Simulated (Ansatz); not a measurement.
Consider K2CuF4 (I4/mmm).

```cif
data_structure
_symmetry_space_group_name_H-M 'P 1'
_symmetry_Int_Tables_number 1
_cell_length_a 7.0080
_cell_length_b 7.0080
_cell_length_c 7.0080
_cell_angle_alpha 145.580
_cell_angle_beta 145.580
_cell_angle_gamma 49.471
_cell_volume 109.46
loop_
_atom_site_label
_atom_site_type_symbol
_atom_site_fract_x
_atom_site_fract_y
_atom_site_fract_z
_atom_site_occupancy
K1 K 0.35690 0.35690 0.00000 1
K2 K 0.64310 0.64310 0.00000 1
Cu3 Cu 0.00000 0.00000 0.00000 1
F4 F 0.00000 0.50000 0.50000 1
F5 F 0.50000 0.00000 0.50000 1
F6 F 0.15230 0.15230 0.00000 1
F7 F 0.84770 0.84770 0.00000 1
```

The cell and positions come from the Crystallography Open Database and are kept as given unless a step says otherwise. The program's search for lower electronic states was switched off, so nothing shows that the state found is the lowest. PAW set soft_2, made with PBE.

A constrained-RPA run (Ansatz 0.2.0; non-magnetic LDA; Cu d, bands v5 to v1, 6×6×6 mesh, medium accuracy) builds 5 functions on bands 2.2 eV wide, with 9.0 electrons in the window. The bare on-site interaction is 21.8 eV and the bare J 0.71 eV.

What U and J survive the screening?

On the Cu d shell, U = 7.93 eV (36 % of the bare value), U′ = 6.71 eV, J = 0.59 eV.

The parent state is non-magnetic and the interaction static (zero frequency); U depends on the window and the orbitals, so it belongs to this model alone.

[Paths, hosts, dates, memory and timing lines, banners, echoed tables and standing remarks are left out of the program output.]

[Logs are printed without paths, hosts, clocks, repeated set-up lines and the standing remarks that a program may print on its own settings, such as how far it seeks lower states.]

[Runs of the session that timed out or met a known fault of the program may be left out.]

[Hosts, paths, dates, database ids (printed as entryN), source tags and the programs' standing remarks are cut or masked in the printed files.]
